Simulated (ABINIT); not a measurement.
# Quasiparticle gap of NaCl (Fm-3m) in ABINIT

How does a plane-wave GW calculation on NaCl (Fm-3m) run from the first input to the gap?

Calculated with ABINIT 10.8.3; PBE and many-body steps on it, plane waves.

The database entry behind the starting cell differs from later determinations by our own check (an axis about 0.4 % short against later determinations), so it need not match the best structure at ambient conditions.

### Step 1. Starting point

The structure is cubic, space group Fm-3m (No. 225). The conventional cell has a = 5.620 Å, b = 5.620 Å, c = 5.620 Å, α = 90.00°, β = 90.00°, γ = 90.00°. Nearest to Na lie 6 Cl at 2.81 Å. Nearest to Cl lie 6 Na at 2.81 Å. Farther neighbours and most contacts between anions are not listed.

The cell and positions come from the Crystallography Open Database and are kept as given unless a step says otherwise.

### Step 2. Ground state

This step: ABINIT 10.8.3; DFT, PBE, plane waves, norm-conserving pseudopotentials.

The ground-state density comes first.

run.abi

```
acell 3*1.0 Angstrom
rprim 
  0.000000000000 2.810000000000 2.810000000000
  2.810000000000 0.000000000000 2.810000000000
  2.810000000000 2.810000000000 0.000000000000
ntypat 2
znucl 11 17
natom 2
typat 1 2
xred 
  0.000000000000 0.000000000000 0.000000000000
  0.500000000000 0.500000000000 0.500000000000
pp_dirpath "pseudos"
pseudos "Na.upf, Cl.upf"
ecut 38
ngkpt 6 6 6
nshiftk 1
shiftk 0 0 0
kptopt 1
chksymbreak 0
nband 13
occopt 1
tolvrs 1e-10
nstep 60
prtwf 0
optforces 0
optstress 0
indata_prefix "in"
outdata_prefix "out"
tmpdata_prefix "tmp"
```

Started as:

```sh
$ OMP_NUM_THREADS=1 mpirun -n 4 abinit run.abi > log
```

Numbers of over 12 decimals in the logs are rounded to 6 here.

The program printed:

```text
.Version 10.8.3 of ABINIT. v10.8.2 released Aug 2026.

 Symmetries : space group Fm -3 m (#225); Bravais cF (face-center cubic)
================================================================================
 Values of the parameters that define the memory need of the present run
     intxc =       0    ionmov =       0      iscf =       7    lmnmax =       6
     lnmax =       6     mgfft =      45  mpssoang =       3    mqgrid =    3001
     natom =       2  nloc_mem =       1    nspden =       1   nspinor =       1
    nsppol =       1      nsym =      48    n1xccc =    2501    ntypat =       2
    occopt =       1   xclevel =       2
-    mband =          13        mffmem =           1         mkmem =           4
       mpw =        3377          nfft =       91125          nkpt =          16
================================================================================
  Rough estimation (10% accuracy) of disk space for files :
================================================================================

--------------------------------------------------------------------------------
------------- Echo of variables that govern the present computation ------------
--------------------------------------------------------------------------------
 -outvars: echo values of preprocessed input variables --------
            acell      1.8897261259E+00  1.8897261259E+00  1.8897261259E+00 Bohr

      chksymbreak           0
             ecut      3.80000000E+01 Hartree
-          fftalg         312

              ixc     -101130
              kpt      0.00000000E+00  0.00000000E+00  0.00000000E+00
                       1.66666667E-01  0.00000000E+00  0.00000000E+00
                       3.33333333E-01  0.00000000E+00  0.00000000E+00
                       5.00000000E-01  0.00000000E+00  0.00000000E+00
                       1.66666667E-01  1.66666667E-01  0.00000000E+00
                       3.33333333E-01  1.66666667E-01  0.00000000E+00
                       5.00000000E-01  1.66666667E-01  0.00000000E+00
                      -3.33333333E-01  1.66666667E-01  0.00000000E+00
                      -1.66666667E-01  1.66666667E-01  0.00000000E+00
   [... 5 further rows ...]
                      -3.33333333E-01  3.33333333E-01  1.66666667E-01
                      -3.33333333E-01  5.00000000E-01  1.66666667E-01
         kptrlatt        6    0    0      0    6    0      0    0    6
          kptrlen      4.50579507E+01
P           mkmem           4
            natom           2
            nband          13
            ngfft          45      45      45
             nkpt          16
            nstep          60
             nsym          48
           ntypat           2
              occ      2.000000  2.000000  2.000000  2.000000  2.000000  2.000000
                       2.000000  2.000000  0.000000  0.000000  0.000000  0.000000
                       0.000000
        optforces           0
        optstress           0
            prtwf           0
            rprim      0.0000000000E+00  2.8100000000E+00  2.8100000000E+00
[...]
spgroup         225

           tolvrs      1.00000000E-10

             xred      0.0000000000E+00  0.0000000000E+00  0.0000000000E+00
[...]
znucl       11.00000   17.00000

================================================================================

 chkinp: Checking input parameters for consistency.

================================================================================
== DATASET  1 ==================================================================
-   mpi_nproc: 4, omp_nthreads: 1 (-1 if OMP is not activated)

--- !DatasetInfo
iteration_state: {dtset: 1, }
dimensions: {natom: 2, nkpt: 16, mband: 13, nsppol: 1, nspinor: 1, nspden: 1, mpw: 3377, }
cutoff_energies: {ecut:  38.0, pawecutdg:  -1.0, }
electrons: {nelect:   1.60000000E+01, charge:   0.00000000E+00, occopt:   1.00000000E+00, tsmear:   1.00000000E-02, }

 Real(R)+Recip(G) space primitive vectors, cartesian coordinates (Bohr,Bohr^-1):
 R(1)=  0.0000000  5.3101304  5.3101304  G(1)= -0.0941596  0.0941596  0.0941596
 R(2)=  5.3101304  0.0000000  5.3101304  G(2)=  0.0941596 -0.0941596  0.0941596
 R(3)=  5.3101304  5.3101304  0.0000000  G(3)=  0.0941596  0.0941596 -0.0941596
 Unit cell volume ucvol=  2.9946465E+02 bohr^3
 Angles (23,13,12)=  6.00000000E+01  6.00000000E+01  6.00000000E+01 degrees

 getcut: wavevector=  0.0000  0.0000  0.0000  ngfft=  45  45  45
         ecut(hartree)=     38.000   => boxcut(ratio)=   2.11142

--- Pseudopotential description ------------------------------------------------
- Na Generated using ONCVPSP code by D. R. Hamann
- 11.00000   9.00000  171031                  znucl, zion, pspdat
12 -101130 1 -1 1992                          pspcod,pspxc,lmax,lloc,mmax
     nproj     2     2     0
  pspatm : epsatm=    9.36084378
         --- l  ekb(1:nproj) -->
[...]
pspatm: atomic psp has been read  and splines computed

- Cl Generated using ONCVPSP code by D. R. Hamann
- 17.00000   7.00000  171031                  znucl, zion, pspdat
12 -101130 2 -1 1028                          pspcod,pspxc,lmax,lloc,mmax
     nproj     2     2     2
  pspatm : epsatm=    9.12776517
         --- l  ekb(1:nproj) -->
[...]
2   -2.938609   -0.805455
 pspatm: atomic psp has been read  and splines computed

   2.95817743E+02                                ecore*ucvol(ha*bohr**3)
--------------------------------------------------------------------------------

_setup2: Arith. and geom. avg. npw (full set) are    3353.282    3353.266

================================================================================

--- !BeginCycle
iteration_state: {dtset: 1, }
solver: {iscf: 7, nstep: 60, nline: 4, wfoptalg: 0, }
tolerances: {tolvrs: 1.00E-10, }

     iter   Etot(hartree)      deltaE(h)  residm     vres2
 ETOT  1  -62.210141125567    -6.221E+01 1.442E-01 1.103E+02
 ETOT  2  -62.245036518895    -3.490E-02 1.735E-03 9.286E+00
 ETOT  3  -62.246103774477    -1.067E-03 3.238E-04 4.789E-01
 ETOT  4  -62.246123365857    -1.959E-05 5.804E-05 4.443E-02
 ETOT  5  -62.246124953469    -1.588E-06 3.161E-05 2.052E-03
 ETOT  6  -62.246125381956    -4.285E-07 1.100E-05 3.957E-05
 ETOT  7  -62.246125384849    -2.893E-09 4.661E-05 3.905E-07
 ETOT  8  -62.246125384857    -8.434E-12 2.216E-05 1.135E-08
 ETOT  9  -62.246125384855     2.139E-12 7.450E-05 3.136E-11

 At SCF step    9       vres2   =  3.14E-11 < tolvrs=  1.00E-10 =>converged.

--- !ResultsGS
iteration_state: {dtset: 1, }
comment   : Summary of ground state results
lattice_vectors:
- [  0.0000000,   5.3101304,   5.3101304, ]
- [  5.3101304,   0.0000000,   5.3101304, ]
- [  5.3101304,   5.3101304,   0.0000000, ]
lattice_lengths: [   7.50966,    7.50966,    7.50966, ]
lattice_angles: [ 60.000,  60.000,  60.000, ] # degrees, (23, 13, 12)
lattice_volume:   2.9946465E+02
convergence: {deltae:  2.139E-12, res2:  3.136E-11, residm:  7.450E-05, diffor:  0.000E+00, }
etotal    :  -6.22461254E+01
entropy   :   0.00000000E+00
fermie    :  -1.97941144E-02
cartesian_stress_tensor: null
pressure_GPa: null
xred      :
- [  0.0000E+00,   0.0000E+00,   0.0000E+00, Na]
- [  5.0000E-01,   5.0000E-01,   5.0000E-01, Cl]
cartesian_forces: null
force_length_stats: {min: null, max: null, mean: null, }

 Integrated electronic density in atomic spheres:
 ------------------------------------------------
 Atom  Sphere_radius  Integrated_density
    1        2.00000          7.93502278
    2        2.00000          5.09664831
================================================================================

 ----iterations are completed or convergence reached----

 Mean square residual over all n,k,spin=   35.874E-08; max=  74.497E-06
 reduced coordinates (array xred) for    2 atoms
       0.000000000000      0.000000000000      0.000000000000
       0.500000000000      0.500000000000      0.500000000000
 rms dE/dt=  0.0000E+00; max dE/dt=  0.0000E+00; dE/dt below (all hartree)
    1       0.000000000000      0.000000000000      0.000000000000
    2       0.000000000000      0.000000000000      0.000000000000

 cartesian coordinates (angstrom) at end:
    1      0.000000     0.000000     0.000000
    2      2.810000     2.810000     2.810000
 length scales=  1.889726125908  1.889726125908  1.889726125908 bohr
              =  1.000000000000  1.000000000000  1.000000000000 angstroms
 prteigrs : about to open file out_EIG
 Fermi (or HOMO) energy (hartree) =  -0.01979   Average Vxc (hartree)=  -0.30314
 Eigenvalues (hartree) for nkpt=  16  k points:
 kpt#   1, nband= 13, wtk=  0.00463, kpt=  0.0000  0.0000  0.0000 (reduced coord)
  -1.81703   -0.78519   -0.78519   -0.78519   -0.48579   -0.01979   -0.01979   -0.01979
   0.16946    0.38673    0.38673    0.38673    0.46359
 prteigrs : prtvol=0 or 1, do not print more k-points.

--- !EnergyTerms
iteration_state     : {dtset: 1, }
comment             : Components of total free energy in Hartree
kinetic             :  3.34862313071808E+01
hartree             :  2.06310918540451E+01
xc                  : -1.14207246721134E+01
Ewald energy        : -3.45254426906187E+01
psp_core            :  9.87821926770297E-01
local_psp           : -5.87905077046433E+01
non_local_psp       : -1.26145954054759E+01
total_energy        : -6.22461253848552E+01
total_energy_eV     : -1.69380336016306E+03
band_energy         : -9.59497912475700E+00

== END DATASET(S) ==============================================================
================================================================================

 -outvars: echo values of variables after computation  --------
           etotal     -6.2246125385E+01
            nband          13
             nkpt          16
          spgroup         225
 [... the other variables as echoed above ...]

 Calculation completed.
```

Run time: 16 s. Hardware: 4 MPI ranks of AMD EPYC 7571, shared host; peak memory 0.38 GiB; 64 s of CPU time.

This step gave:

```yaml
total_energy: -1693.8034 eV
gap: 5.150 eV
k_of_the_valence_top: 0, 0, 0
k_of_the_conduction_bottom: 0, 0, 0
least_direct_gap: 5.150 eV
```

The gap is direct, at Γ.

(Part 1 of 3 ends here.)

[Paths, hosts, dates, memory and timing lines, banners, echoed tables and standing remarks are left out of the program output.]

[Logs are printed without paths, hosts, clocks, repeated set-up lines and the standing remarks that a program may print on its own settings, such as how far it seeks lower states.]

[Runs of the session that timed out or met a known fault of the program may be left out.]

[Hosts, paths, dates, database ids (printed as entryN), source tags and the programs' standing remarks are cut or masked in the printed files.]

[G0W0 gaps are taken among the corrected bands and points alone; a level outside them can change the order at an edge.]

[Where Ansatz stands beside ABINIT at settings called matched, ABINIT's density can come from a denser mesh and the files from another edition; pairs whose starting gaps differed by over 0.03 eV were left out, so agreement reads better than it is.]
